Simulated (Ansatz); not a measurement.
## PbO (model cell, started as layered BN type): following an unstable mode

Aim: this structure of PbO (model cell, started as layered BN type) is to be tested for unstable modes, and one is followed downhill.

Calculated with Ansatz 0.2.0; DFT PBEsol, scalar-relativistic, plane waves, PAW; PAW set soft_1.

Report form: the programs' logs are mostly left out.

The structure was built from a prototype and need not be the compound's stable phase.

## Step 1: The starting structure

Symmetry: P6_3/mmc, No. 194, hexagonal system. Conventional cell: a = 4.239 Å, b = 4.239 Å, c = 5.243 Å, α = 90.00°, β = 90.00°, γ = 120.00°. Pb has 5 O at 2.45 to 2.62 Å nearest. Nearest to O lie 5 Pb at 2.45 to 2.62 Å. Farther neighbours and most contacts between anions are not listed.

## Step 2: The dispersion

The cell comes from relaxations at this level that are not shown. Stability and thermal properties need the whole zone. Linear response on a 3×3×2 q mesh gives force constants as far as a supercell of that size would, and the tensors from the zone-centre run are typed in so that the long-range dipole term is interpolated apart.

input.yaml

```yaml
crystal:
  lattice:
    - [4.2392552545, 2.9652e-06, 0.0]
    - [-2.1196301952, 3.671301261, 0.0]
    - [0.0, 0.0, 5.2432298645]
  atoms:
    - { symbol: Pb, position: [0.3333333333, 0.6666666667, 0.25] }
    - { symbol: Pb, position: [0.6666666667, 0.3333333333, 0.75] }
    - { symbol: O, position: [0.6666666667, 0.3333333333, 0.25] }
    - { symbol: O, position: [0.3333333333, 0.6666666667, 0.75] }
kpoints:
  mp_grid: { grid: [9, 9, 4] }
hamiltonian:
  xc: pbesol
  pseudopotentials: { kind: paw, azcp: { folder: soft_1 }, xc_functional: pbe }
scf:
  occupations: { method: fixed }
output:
  eigenvalues: true
phonons:
  method: dfpt
  qmesh: [3, 3, 2]
  temperatures: { t_max: 1000, t_step: 50 }
  qpath:
    path:
      - [[0.0, 0.0, 0.0], [0.5, 0.0, 0.0], [0.33333333, 0.33333333, 0.0], [0.0, 0.0, 0.0], [0.0, 0.0, 0.5], [0.5, 0.0, 0.5], [0.33333333, 0.33333333, 0.5], [0.0, 0.0, 0.5]]
      - [[0.5, 0.0, 0.5], [0.5, 0.0, 0.0]]
      - [[0.33333333, 0.33333333, 0.5], [0.33333333, 0.33333333, 0.0]]
    npoints: 10
  non_analytic_term:
    high_frequency_dielectric_tensor: [[8.2793, 0.0, 0.0], [0.0, 8.2793, 0.0], [0.0, 0.0, 10.6815]]
    born_effective_charges:
      - { species: Pb, tensor: [[2.4159, 0.0, 0.0], [0.0, 2.4159, 0.0], [0.0, 0.0, 3.5918]] }
      - { species: Pb, tensor: [[2.4159, 0.0, 0.0], [0.0, 2.4159, 0.0], [0.0, 0.0, 3.5918]] }
      - { species: O, tensor: [[-2.4159, 0.0, 0.0], [0.0, -2.4159, 0.0], [0.0, 0.0, -3.5918]] }
      - { species: O, tensor: [[-2.4159, 0.0, 0.0], [0.0, -2.4159, 0.0], [0.0, 0.0, -3.5918]] }
    source: "zone-centre run at this cell"
```

The run is started by

```console
ansatz run input.yaml --threads 4 --pin off --max-ram 10240MiB --backend cpu --events-out ev --progress --plain --runs-dir out
```

The job ended after 3.9 min (4 threads of Arm Neoverse V1, shared host; peak memory 1.4 GiB).

A gap read on the k-mesh alone can miss the band edges.

Numbers from this step:

| Quantity | Value |
| --- | --- |
| gap on the k-mesh | 1.197 eV |
| volume per atom | 20.40 Å³ |
| sum-rule residual before enforcement | 7.36e-5 eV/Å² |
| lowest frequency on the path | -205.0 cm⁻¹ |
| point group | 6/mmm |
| highest frequency on the path or at a solved wavevector | 356.3 cm⁻¹ |
| highest optical mode at the zone centre (no LO-TO term) | 247.4 cm⁻¹ |
| lowest optical zone-centre mode | -205.0 cm⁻¹ |
| lowest mode on the q mesh (acoustic modes at Γ apart) | -205.0 cm⁻¹ |

Frequencies (cm⁻¹) solved at each irreducible wavevector; negative means imaginary. Frequencies by wavevector, by row:

```tsv
q in reciprocal lattice units	star	mode 1	mode 2	mode 3	mode 4	mode 10	mode 11	mode 12
0 0 0	1	-205	-127.5	0	0	217.9	247.4	247.4
0 0 -0.5	1	44.9	44.9	44.9	44.9	246.4	292.8	292.8
0 0.3333 0	6	-190.3	-110.1	-58.6	29.1	172.2	276.8	313.6
0 0.3333 -0.5	6	37.9	37.9	47.7	47.7	232.6	342.3	342.3
0.3333 0.3333 0	2	-178.9	-147.9	-147.9	-94.3	107.7	314	314
0.3333 0.3333 -0.5	2	-116.6	-116.6	40.6	40.6	244.2	356.3	356.3
```

Interpolated from a 3×3×2 q mesh, with the LO-TO term (at Γ the limit along the path; where Γ stands inside the path, tables give the limit on arrival). The phonon branches at the labelled points (cm⁻¹):

```tsv
point	branch 1	branch 2	branch 3	branch 4	branch 9	branch 10	branch 11	branch 12
Γ	-205	-128	0	0	218	218	247	344
halfway	-198	-112	-31	36	154	203	263	322
M	-178	-117	-105	17	114	127	278	313
halfway	-170	-148	-125	-47	106	112	296	317
K	-179	-148	-148	-94	108	108	314	314
halfway	-194	-111	-33	-18	135	183	272	320
Γ	-205	-128	0	0	218	218	247	344
halfway	-25	26	26	55	229	250	250	309
A	45	45	45	45	246	246	293	293
halfway	40	40	51	51	232	232	331	331
L	29	29	43	43	234	234	351	351
halfway	-73	-73	45	45	240	240	354	354
H	-117	-117	41	41	244	244	356	356
halfway	28	28	57	57	234	234	338	338
A	45	45	45	45	246	246	293	293
jump to L	29	29	43	43	234	234	351	351
halfway	-75	29	37	50	132	172	305	328
M	-178	-117	-105	17	114	127	278	313
jump to H	-117	-117	41	41	244	244	356	356
halfway	-160	-93	45	45	157	157	329	329
K	-179	-148	-148	-94	108	108	314	314
```

Symmetry leaves 6 wavevectors to solve. The lowest mode among them, the acoustic zeros apart, lies at Γ and is imaginary, 205.0i cm⁻¹, so the energy falls along it.

## Step 3: The mode frozen in, largest atomic shift 0 Å

The mode followed lies at Γ with frequency 205.0i cm⁻¹, the softest among the wavevectors solved. At small amplitude the distorted cell has space group no. 164 by a symmetry search on the positions. The undistorted cell that holds it gives the zero of energy on the same k mesh.

input.yaml, the sections that differ from step 2:

```yaml
scf:
  occupations: { method: gaussian, width: 0.02 }
output:
  forces: true
  stress: true
  eigenvalues: true
# crystal, kpoints, hamiltonian: as in step 2
# phonons: removed
```

Wall time 1.1 s (4 threads); peak memory 0.4 GiB.

Numbers from this step:

```yaml
pressure: 0.001174 GPa
energy_from_the_undistorted_cell: 0 meV/atom
```

At this level the gap is 1.20 eV on the k-mesh of the self-consistent run, which can miss the band edges.

## Step 4: The mode frozen in, largest atomic shift 0.32 Å

The atoms are moved along the unstable eigenvector, the largest shift by 0.32 Å, with the cell fixed.

input.yaml, the sections that differ from step 3:

```yaml
crystal:
  lattice:
    - [4.2392552545, 2.9652e-06, 0.0]
    - [-2.1196301952, 3.671301261, 0.0]
    - [0.0, 0.0, 5.2432298645]
  atoms:
    - { symbol: Pb, position: [0.3333333333, 0.6666666667, 0.2468254784] }
    - { symbol: Pb, position: [0.6666666667, 0.3333333333, 0.7531745216] }
    - { symbol: O, position: [0.6666666667, 0.3333333333, 0.1889689164] }
    - { symbol: O, position: [0.3333333333, 0.6666666667, 0.8110310836] }
# kpoints, hamiltonian, scf, output: as in step 3
```

Run time: 1.4 s. Hardware: 4 threads; peak memory 0.41 GiB; 4.8 s of CPU time.

This step gave:

```
pressure                         : 0.7594 GPa
gap on the k-mesh                : 1.019 eV
energy from the undistorted cell : -40.62 meV/atom
```

The energy, extrapolated to zero smearing, is -40.62 meV/atom against the undistorted cell.

The run ends at a pressure of 0.76 GPa, with forces up to 0.19 eV/Å.

## Step 5: Energy along the mode, all amplitudes (two of the runs are shown above)

An imaginary frequency means negative curvature, so the energy should fall and then rise again as anharmonic terms take over.

This step gave:

```yaml
depth_at_the_lowest_point_sampled: 40.62 meV/atom
largest_atomic_shift_at_that_point: 0.32 Å
```

Table of energy from the parent by largest atomic shift:

```tsv
largest atomic shift (Å)	energy from the parent (meV/atom)
0.000	0
0.040	-1.02
0.080	-3.99
0.140	-11.6
0.220	-25.4
0.320	-40.6
0.450	-30.1
0.600	103
```

Displacement at unit largest shift by atom:

```tsv
atom	x (Å)	y (Å)	z (Å)	size
Pb1	0.00	0.00	-0.05	0.05
Pb2	0.00	0.00	0.05	0.05
O3	0.00	0.00	-1.00	1.00
O4	0.00	0.00	1.00	1.00
```

The lowest of the steps tried is at 0.32 Å, 40.6 meV/atom below the parent; the bottom of the well need not coincide with a step.

## Step 6: Relaxation from the frozen mode

Starting from the lowest point found, all atoms and the cell are let go, so that strain and other modes of the same symmetry can join in.

input.yaml: that of step 4 with these lines changed.

```diff
@@ -16,3 +16,3 @@
 scf:
-  occupations: { method: gaussian, width: 0.02 }
+  occupations: { method: fixed }
 output:
@@ -21 +21,10 @@
   eigenvalues: true
+  write_density: true
+  write_potential: true
+  elf: true
+  volumetric_format: npy
+relax:
+  adjacent_minimum: "off"
+  f_tol: 0.002
+  max_steps: 120
+  cell: { stress_tol: 0.03 }
```

Run time: 25 s. Hardware: 4 threads; peak memory 0.42 GiB; 96 s of CPU time.

The steps of the relaxation:

```tsv
step	energy less that of the first step (eV)	largest force component (eV/Å)	pressure (GPa)	volume (Å³)
1	0.0000	0.1908	0.76	81.60
2	-0.1286	0.2886	-0.77	84.17
3	-0.2077	0.5485	-0.22	82.04
4	-0.2421	0.7451	3.75	81.53
5	-0.2809	0.0300	0.12	83.59
6	-0.2841	0.0288	-0.27	84.42
7	-0.2858	0.0093	0.04	83.78
8	-0.2858	0.0009	0.00	83.81
9*	-0.3234	0.0094	0.53	83.81
10	-0.3358	0.0175	0.29	85.14
11	-0.3386	0.0017	0.04	86.95
12	-0.3373	0.0130	-0.03	87.68
13	-0.3380	0.0006	-0.01	87.33
14*	-0.3459	0.0017	0.04	87.33
15	-0.3455	0.0178	-0.07	88.01
16	-0.3455	0.0308	0.15	88.04
17	-0.3456	0.0007	0.00	88.04
18*	-0.3465	0.0009	0.01	88.04
```

Relaxation steps marked * repeat the geometry before them on a plane-wave basis chosen anew for their cell, so energy and pressure can jump there. Relaxation step 16 was tried and not accepted.

The run keeps the 12 symmetry operations that it works with, so distortions that break them were not tested.

```tsv
cell as run	before	after	change
a (Å)	4.239	4.000	-5.7 %
b (Å)	4.239	4.000	-5.7 %
c (Å)	5.243	6.356	+21.2 %
volume (Å³/atom)	20.40	22.01	+7.9 %
```

The atoms that moved most (Å, as changes of fractional coordinates times the final cell):

```tsv
atom	dx	dy	dz	length
O4	0.000	0.000	0.371	0.371
O3	0.000	0.000	-0.371	0.371
Pb1	0.000	0.000	-0.149	0.149
Pb2	0.000	0.000	0.149	0.149
```

Final coordinates:

```xyz
4
Lattice="3.9995 0.0000 0.0000 -1.9998 3.4637 0.0000 0.0000 0.0000 6.3555" Properties=species:S:1:pos:R:3 pbc="T T T"
Pb    0.0000    2.3091    1.4197
Pb    1.9998    1.1546    4.9359
O     1.9998    1.1546    0.8296
O     0.0000    2.3091    5.5259
```

This step gave:

* pressure: 0.006230 GPa
* gap on the k-mesh: 1.386 eV
* volume per atom: 22.01 Å³

ELF in the ac plane at fractional y = 0.333, with atoms of Pb and O within 0.2 Å of it. It is the smooth field of the valence electrons, not physical close to the nuclei.

Values, 22 rows by 14 columns, each cell a mean:
```
0.08 0.15 0.22 0.20 0.11 0.08 0.11 0.18 0.23 0.25 0.24 0.20 0.13 0.08
0.13 0.24 0.34 0.30 0.18 0.11 0.15 0.25 0.30 0.30 0.30 0.27 0.19 0.12
0.16 0.27 0.39 0.34 0.20 0.17 0.27 0.38 0.32 0.25 0.28 0.37 0.33 0.19
0.16 0.23 0.34 0.29 0.19 0.22 0.36 0.34 0.15 0.06 0.10 0.27 0.40 0.27
0.17 0.16 0.22 0.19 0.16 0.27 0.41 0.29 0.07 0.01 0.03 0.19 0.42 0.34
0.19 0.11 0.12 0.12 0.16 0.31 0.44 0.34 0.12 0.03 0.06 0.26 0.45 0.38
0.22 0.09 0.06 0.08 0.17 0.34 0.45 0.46 0.33 0.23 0.27 0.42 0.48 0.40
0.22 0.08 0.04 0.05 0.16 0.37 0.47 0.51 0.51 0.49 0.50 0.51 0.49 0.43
0.17 0.05 0.03 0.04 0.12 0.33 0.49 0.54 0.54 0.55 0.55 0.54 0.52 0.41
0.07 0.03 0.02 0.03 0.06 0.17 0.34 0.52 0.58 0.60 0.60 0.55 0.42 0.23
0.04 0.04 0.05 0.05 0.04 0.07 0.13 0.28 0.39 0.44 0.42 0.32 0.18 0.09
0.09 0.15 0.21 0.19 0.11 0.06 0.04 0.06 0.08 0.09 0.09 0.06 0.04 0.04
0.19 0.32 0.41 0.37 0.25 0.11 0.05 0.03 0.03 0.03 0.03 0.03 0.04 0.07
0.29 0.43 0.49 0.46 0.35 0.18 0.08 0.05 0.06 0.07 0.07 0.05 0.06 0.12
0.30 0.42 0.47 0.44 0.34 0.19 0.11 0.13 0.21 0.27 0.24 0.15 0.10 0.13
0.26 0.38 0.44 0.41 0.31 0.18 0.16 0.35 0.53 0.61 0.58 0.42 0.20 0.14
0.22 0.34 0.42 0.38 0.27 0.18 0.28 0.62 0.76 0.80 0.79 0.69 0.40 0.18
0.18 0.28 0.36 0.32 0.22 0.20 0.44 0.77 0.79 0.72 0.76 0.80 0.59 0.26
0.15 0.20 0.26 0.23 0.17 0.24 0.55 0.80 0.70 0.45 0.58 0.79 0.69 0.34
0.12 0.12 0.15 0.14 0.12 0.23 0.55 0.79 0.72 0.54 0.64 0.78 0.68 0.35
0.08 0.07 0.08 0.08 0.07 0.16 0.40 0.71 0.79 0.79 0.79 0.75 0.54 0.24
0.06 0.07 0.09 0.08 0.06 0.09 0.21 0.46 0.62 0.68 0.65 0.53 0.30 0.12
```
Columns run along a (4.0 Å), rows up along c (6.4 Å). Atoms in or near the plane, at fractional coordinates: Pb at (0.67, 0.78), O at (0.67, 0.13).

Electrostatic potential energy in the ac plane at fractional y = 0.333, with atoms of Pb and O within 0.2 Å of it. With pseudopotentials it is smooth inside the atoms' cores, unlike the true potential.

Values in eV, 22 rows by 14 columns, each cell a mean:
```
 11  11  11  11  11  10   8   5   2   0   1   4   7   9
 10  11  11  11  10   8   5  -4 -14 -19 -17  -8   2   7
  9  11  11  11  10   6  -3 -24 -33 -34 -34 -28 -10   3
  8  10  11  11   9   3 -12 -33 -33 -30 -31 -34 -21  -2
  7  10  11  11   8   1 -17 -34 -30 -26 -28 -33 -26  -4
  7  10  11  10   8   3 -13 -33 -32 -29 -30 -34 -22  -2
  8  10  11  11   9   5  -4 -25 -33 -33 -33 -29 -11   2
  9  10  11  11  10   8   4  -6 -16 -22 -19 -10   1   6
 10  11  11  11  10   9   8   5   2  -1   1   4   7   9
 11  11  11  11  11  10  10   9   8   8   8   9  10  10
 11  11  11  11  11  11  11  10  10  10  10  10  11  11
 11  11  10  11  11  11  11  11  11  11  11  11  11  11
 10  10  10  10  10  11  11  11  12  12  12  11  11  11
  9   8   8   8   9  10  11  11  12  12  12  12  11  10
  8   6   6   6   7   9  10  11  12  12  12  12  11  10
  6   4   3   3   5   8  10  11  11  11  11  11  11   9
  6   3   1   1   4   7   9   9   2  -6  -2   7  10   9
  6   3   1   2   5   8   9  -1 -20 -28 -25  -9   8   9
  7   5   4   4   6   9   9 -11 -30 -34 -33 -20   5   9
  9   7   7   7   8  10  10  -8 -27 -34 -31 -17   6  10
 10  10   9   9  10  11  10   4 -12 -21 -17  -1  10  11
 11  11  11  11  11  11  10   9   5   1   3   8  10  11
```
Columns run along a (4.0 Å; values clipped at the 3rd and 97th percentile), rows up along c (6.4 Å). Atoms in or near the plane, at fractional coordinates: Pb at (0.67, 0.78), O at (0.67, 0.13).

Valence density in the ac plane at fractional y = 0.333, with atoms of Pb and O within 0.2 Å of it. It is the smooth field of the valence electrons, not physical close to the nuclei.

Values in e/Å³, 22 rows by 14 columns, each cell a mean:
```
0.1 0.1 0.1 0.1 0.1 0.1 0.2 0.3 0.4 0.5 0.5 0.3 0.2 0.1
0.1 0.1 0.1 0.1 0.1 0.1 0.2 0.5 0.8 1.1 1.0 0.6 0.3 0.2
0.2 0.2 0.2 0.2 0.2 0.2 0.5 1.4 2.5 3.4 3.0 1.8 0.7 0.3
0.2 0.2 0.2 0.2 0.2 0.3 0.8 2.5 4.6 6.0 5.3 3.3 1.3 0.4
0.2 0.1 0.1 0.1 0.2 0.4 1.0 3.2 5.7 7.6 6.7 4.1 1.6 0.5
0.2 0.1 0.1 0.1 0.1 0.3 0.9 2.7 4.8 6.3 5.6 3.5 1.4 0.5
0.1 0.1 0.0 0.1 0.1 0.2 0.5 1.6 2.8 3.6 3.3 2.0 0.8 0.3
0.1 0.0 0.0 0.0 0.1 0.1 0.3 0.6 1.1 1.4 1.3 0.8 0.4 0.2
0.0 0.0 0.0 0.0 0.0 0.1 0.1 0.3 0.4 0.5 0.4 0.3 0.2 0.1
0.0 0.0 0.0 0.0 0.0 0.0 0.1 0.1 0.1 0.2 0.2 0.1 0.1 0.1
0.0 0.0 0.0 0.0 0.0 0.0 0.0 0.1 0.1 0.1 0.1 0.1 0.0 0.0
0.0 0.0 0.0 0.0 0.0 0.0 0.0 0.0 0.0 0.0 0.0 0.0 0.0 0.0
0.0 0.1 0.1 0.1 0.1 0.0 0.0 0.0 0.0 0.0 0.0 0.0 0.0 0.0
0.1 0.1 0.1 0.1 0.1 0.1 0.0 0.0 0.0 0.0 0.0 0.0 0.0 0.1
0.1 0.2 0.2 0.2 0.1 0.1 0.1 0.1 0.1 0.1 0.1 0.1 0.1 0.1
0.2 0.2 0.3 0.3 0.2 0.1 0.1 0.2 0.3 0.4 0.3 0.2 0.2 0.1
0.2 0.3 0.4 0.3 0.2 0.2 0.2 0.5 1.0 1.4 1.2 0.7 0.3 0.2
0.2 0.3 0.3 0.3 0.2 0.2 0.4 1.2 2.8 4.3 3.6 1.7 0.6 0.3
0.2 0.2 0.2 0.2 0.2 0.2 0.5 1.8 4.7 7.4 6.1 2.7 0.8 0.3
0.1 0.1 0.1 0.1 0.1 0.2 0.4 1.6 4.1 6.5 5.3 2.4 0.7 0.3
0.1 0.1 0.1 0.1 0.1 0.1 0.3 0.8 1.8 2.8 2.3 1.1 0.4 0.2
0.1 0.1 0.1 0.1 0.1 0.1 0.2 0.4 0.7 1.0 0.9 0.5 0.2 0.1
```
Columns run along a (4.0 Å), rows up along c (6.4 Å). Atoms in or near the plane, at fractional coordinates: Pb at (0.67, 0.78), O at (0.67, 0.13).

The distorted start has space group P-3m1; the relaxation ends in P-3m1.

## Step 7: The new phase in its own primitive cell

The relaxed structure is symmetrised, reduced to its primitive cell and relaxed tightly, as its phonons need.

input.yaml, the sections that differ from step 6:

```yaml
crystal:
  lattice:
    - [3.9995175962, 0.0, 0.0]
    - [-1.9997587981, 3.4636838411, 0.0]
    - [0.0, 0.0, 6.3555374276]
  atoms:
    - { symbol: Pb, position: [0.3333333333, 0.6666666667, 0.2233751569] }
    - { symbol: Pb, position: [0.6666666667, 0.3333333333, 0.7766248431] }
    - { symbol: O, position: [0.6666666667, 0.3333333333, 0.1305338044] }
    - { symbol: O, position: [0.3333333333, 0.6666666667, 0.8694661956] }
output:
  forces: true
  stress: true
  eigenvalues: true
relax:
  adjacent_minimum: "off"
  f_tol: 0.001
  max_steps: 60
  cell: { stress_tol: 0.01 }
# kpoints, hamiltonian, scf: as in step 6
```

The job ended after 6.5 s (4 threads; peak memory 0.4 GiB).

(Continued in part 2 of 2.)

[Logs are printed without paths, hosts, clocks, repeated set-up lines and the standing remarks that a program may print on its own settings, such as how far it seeks lower states.]

[Hosts, paths, dates, database ids (printed as entryN), source tags and the programs' standing remarks are cut or masked in the printed files.]
